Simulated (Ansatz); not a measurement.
# Lattice dynamics of TiSi (model cell, started as wurtzite), part 3 of 3

Aim: the vibrations of TiSi (model cell, started as wurtzite), their spectra, and whether the structure is stable.

Ansatz 0.2.0; DFT LDA, scalar-relativistic, plane waves, PAW.

So far. Step 4 (Tight relaxation): The forces vanish by symmetry and the pressure is 0.003 GPa, within the tolerances set. The cell now holds 19.50 Å³/atom. Within 0.01 Å the structure now has space group P6_3/mmc, not the P6_3mc of the start. Step 5 (Modes at Γ): Before it was imposed, the acoustic sum rule was missed by 1.8e-5 eV/Å². Small misses are needed for a sound result but don't prove that mesh and cutoff are converged. The relaxed cell has a = 4.304, c = 4.862 Å (conventional setting).

The structure was built from a prototype and need not be the compound's stable phase.

### Step 6. Phonons on a q mesh (continued)

The partial phonon density of states has structure finer than the step of the table below, so its rows give means over 20 cm⁻¹, whole bins alone (the curve runs from -31.4 to 479 cm⁻¹). Peaks (cm⁻¹: height): Si 148.5: 0.0121, 321.9: 0.0444, 370.1: 0.0629, 418.3: 0.0180, 447.2: 0.0276; Ti 81.0: 0.0149, 100.3: 0.0164, 148.5: 0.0240, 209.5: 0.0315, 296.2: 0.0205, 360.5: 0.0252, 447.2: 0.0162.

Phonopy on the run's constants, 15x15x11 mesh, Gaussian sigma 3.6 cm-1. Interpolated from a 2×2×2 q mesh, rough between the solved points. The partial phonon density of states by wavenumber; means over each step; values in 1/cm⁻¹/cell:

| wavenumber (cm⁻¹) | Si | Ti |
| --- | --- | --- |
| -20 | 9.0e-4 | 0.00142 |
| 0 | 0.00137 | 0.00220 |
| 20 | 0.00340 | 0.00547 |
| 40 | 0.00581 | 0.00940 |
| 60 | 0.00577 | 0.00960 |
| 80 | 0.00598 | 0.0102 |
| 100 | 0.00737 | 0.0129 |
| 120 | 0.00883 | 0.0161 |
| 140 | 0.0109 | 0.0211 |
| 160 | 0.00995 | 0.0202 |
| 180 | 0.00664 | 0.0163 |
| 200 | 0.00744 | 0.0251 |
| 220 | 0.00597 | 0.0270 |
| 240 | 0.00139 | 0.00856 |
| 260 | 0.00354 | 0.00965 |
| 280 | 7.5e-4 | 0.00408 |
| 300 | 0.00865 | 0.0134 |
| 320 | 0.0372 | 0.00794 |
| 340 | 0.0299 | 0.0125 |
| 360 | 0.0500 | 0.0231 |
| 380 | 0.0369 | 0.0174 |
| 400 | 0.0112 | 0.00421 |
| 420 | 0.0128 | 0.00643 |
| 440 | 0.0216 | 0.0124 |
| 460 | 0.00576 | 0.00343 |

Symmetry leaves 4 wavevectors to solve. The lowest mode among them, the acoustic zeros apart, lies at q = (0, -0.5, 0) and is imaginary, 21.4i cm⁻¹, so the energy falls along it.

### Step 7. Isotope substitution, element Si, natural mass 28.085 amu

An isotope changes the mass and not the force constants, so no new electronic calculation is needed; the shifts show which modes move this element.

The same force constants with the mass of Si changed from 28.085 to 29.974 u (phonopy, no LO-TO term). Both lists are sorted by frequency; levels can cross, so a row need not hold one and the same mode. Modes under 3 cm⁻¹ are left out. Isotope shifts, by row, the first 40 of 45 rows:

| q | rank | natural mass (cm⁻¹) | changed mass (cm⁻¹) |
| --- | --- | --- | --- |
| 0 0 0 | 4 | 118.4 | 117 |
| 0 0 0 | 5 | 168 | 166 |
| 0 0 0 | 6 | 168 | 166 |
| 0 0 0 | 7 | 343.9 | 336.9 |
| 0 0 0 | 8 | 343.9 | 336.9 |
| 0 0 0 | 9 | 368.1 | 360.7 |
| 0 0 0 | 10 | 368.1 | 360.7 |
| 0 0 0 | 11 | 440.3 | 431.4 |
| 0 0 0 | 12 | 451.1 | 441.9 |
| 0 0 -0.5 | 1 | 96.88 | 95.71 |
| 0 0 -0.5 | 2 | 96.88 | 95.71 |
| 0 0 -0.5 | 3 | 96.88 | 95.71 |
| 0 0 -0.5 | 4 | 96.88 | 95.71 |
| 0 0 -0.5 | 5 | 292.6 | 292.4 |
| 0 0 -0.5 | 6 | 292.6 | 292.4 |
| 0 0 -0.5 | 7 | 356.4 | 349.2 |
| 0 0 -0.5 | 8 | 356.4 | 349.2 |
| 0 0 -0.5 | 9 | 356.4 | 349.2 |
| 0 0 -0.5 | 10 | 356.4 | 349.2 |
| 0 0 -0.5 | 11 | 361.3 | 349.9 |
| 0 0 -0.5 | 12 | 361.3 | 349.9 |
| 0 -0.5 0 | 1 | -21.42 | -21.14 |
| 0 -0.5 0 | 2 | 76.52 | 75.57 |
| 0 -0.5 0 | 3 | 106.4 | 105.1 |
| 0 -0.5 0 | 4 | 157.3 | 155.5 |
| 0 -0.5 0 | 5 | 205.4 | 203.8 |
| 0 -0.5 0 | 6 | 221.3 | 220.7 |
| 0 -0.5 0 | 7 | 320.6 | 311.1 |
| 0 -0.5 0 | 8 | 326.7 | 318.7 |
| 0 -0.5 0 | 9 | 353.2 | 345.8 |
| 0 -0.5 0 | 10 | 384.7 | 377.3 |
| 0 -0.5 0 | 11 | 447.2 | 438.4 |
| 0 -0.5 0 | 12 | 455.8 | 446.8 |
| 0 -0.5 -0.5 | 1 | 89.24 | 88.14 |
| 0 -0.5 -0.5 | 2 | 89.24 | 88.14 |
| 0 -0.5 -0.5 | 3 | 204.7 | 203.7 |
| 0 -0.5 -0.5 | 4 | 204.7 | 203.7 |
| 0 -0.5 -0.5 | 5 | 306.3 | 306.1 |
| 0 -0.5 -0.5 | 6 | 306.3 | 306.1 |
| 0 -0.5 -0.5 | 7 | 318.9 | 310.3 |

A mode of this element alone would shift by -3.20 %. The highest zone-centre frequency without the field goes from 451.1 to 441.9 cm⁻¹ (-2.0 %). The product of the frequency ratios over all optical modes at Γ is 0.853; the product rule, (m/m′)^(3k/2) (M′/M)^(3/2) with k = 2 such atoms and M the mass of the cell, gives 0.853.

### Step 8. Isotope substitution, element Ti, natural mass 47.867 amu

The same for Ti, from 47.87 to 49.94 u.

The same force constants with the mass of Ti changed from 47.867 to 49.945 u (phonopy, no LO-TO term). Both lists are sorted by frequency; levels can cross, so a row need not hold one and the same mode. Modes under 3 cm⁻¹ are left out. Isotope shifts, by row, the first 40 of 45 rows:

| q | rank | natural mass (cm⁻¹) | changed mass (cm⁻¹) |
| --- | --- | --- | --- |
| 0 0 0 | 4 | 118.4 | 116.8 |
| 0 0 0 | 5 | 168 | 165.6 |
| 0 0 0 | 6 | 168 | 165.6 |
| 0 0 0 | 7 | 343.9 | 341.5 |
| 0 0 0 | 8 | 343.9 | 341.5 |
| 0 0 0 | 9 | 368.1 | 365.2 |
| 0 0 0 | 10 | 368.1 | 365.2 |
| 0 0 0 | 11 | 440.3 | 436.9 |
| 0 0 0 | 12 | 451.1 | 447.8 |
| 0 0 -0.5 | 1 | 96.88 | 95.56 |
| 0 0 -0.5 | 2 | 96.88 | 95.56 |
| 0 0 -0.5 | 3 | 96.88 | 95.56 |
| 0 0 -0.5 | 4 | 96.88 | 95.56 |
| 0 0 -0.5 | 5 | 292.6 | 286.5 |
| 0 0 -0.5 | 6 | 292.6 | 286.5 |
| 0 0 -0.5 | 7 | 356.4 | 353.7 |
| 0 0 -0.5 | 8 | 356.4 | 353.7 |
| 0 0 -0.5 | 9 | 356.4 | 353.7 |
| 0 0 -0.5 | 10 | 356.4 | 353.7 |
| 0 0 -0.5 | 11 | 361.3 | 361.2 |
| 0 0 -0.5 | 12 | 361.3 | 361.2 |
| 0 -0.5 0 | 1 | -21.42 | -21.14 |
| 0 -0.5 0 | 2 | 76.52 | 75.51 |
| 0 -0.5 0 | 3 | 106.4 | 105 |
| 0 -0.5 0 | 4 | 157.3 | 155.1 |
| 0 -0.5 0 | 5 | 205.4 | 202 |
| 0 -0.5 0 | 6 | 221.3 | 216.9 |
| 0 -0.5 0 | 7 | 320.6 | 320.2 |
| 0 -0.5 0 | 8 | 326.7 | 325.2 |
| 0 -0.5 0 | 9 | 353.2 | 350.7 |
| 0 -0.5 0 | 10 | 384.7 | 381.5 |
| 0 -0.5 0 | 11 | 447.2 | 443.8 |
| 0 -0.5 0 | 12 | 455.8 | 452.2 |
| 0 -0.5 -0.5 | 1 | 89.24 | 88.05 |
| 0 -0.5 -0.5 | 2 | 89.24 | 88.05 |
| 0 -0.5 -0.5 | 3 | 204.7 | 201 |
| 0 -0.5 -0.5 | 4 | 204.7 | 201 |
| 0 -0.5 -0.5 | 5 | 306.3 | 299.9 |
| 0 -0.5 -0.5 | 6 | 306.3 | 299.9 |
| 0 -0.5 -0.5 | 7 | 318.9 | 318 |

A mode of this element alone would shift by -2.10 %. The highest zone-centre frequency without the field goes from 451.1 to 447.8 cm⁻¹ (-0.7 %). The product of the frequency ratios over all optical modes at Γ is 0.917; the product rule, (m/m′)^(3k/2) (M′/M)^(3/2) with k = 2 such atoms and M the mass of the cell, gives 0.917.

### Step 9. Results

| Item | Value |
| --- | --- |
| space group after relaxation (within 0.01 Å) | P6_3/mmc |
| volume per atom | 19.5 Å³ |
| electronic character | no gap on this mesh |
| highest optical mode at the zone centre (no LO-TO term) | 451 cm⁻¹ |
| lowest optical zone-centre mode | 118 cm⁻¹ |
| lowest mode on the q mesh (acoustic modes at Γ apart) | -21.4 cm⁻¹ |
| highest frequency on the path or at a solved wavevector | 456 cm⁻¹ |
| imaginary modes on the 2×2×2 q mesh | yes |

In words: Modes are clearly imaginary (beyond 10i cm⁻¹) at 1 of the 4 irreducible wavevectors, most at q = (0, -0.5, 0) (21.4i cm⁻¹), so this structure is not a minimum of the energy. The optical modes at Γ span 118 to 451 cm⁻¹. The q mesh stands for a supercell only 8.6 Å across, so branches between the solved wavevectors are rough. The relaxed cell left the space group of the starting entry, even within 0.1 Å, so it may not be the phase that the entry, or a measurement on it, describes. With no gap, or one that is small against the smearing, the frequencies hang on the k mesh and the smearing, most of all near Kohn anomalies. The starting cell was built on a prototype and not taken from a measurement, so the phase need not exist. These are harmonic frequencies at zero temperature: anharmonic shifts, linewidths and thermal expansion are left out.

[Hosts, paths, dates, database ids (printed as entryN), source tags and the programs' standing remarks are cut or masked in the printed files.]
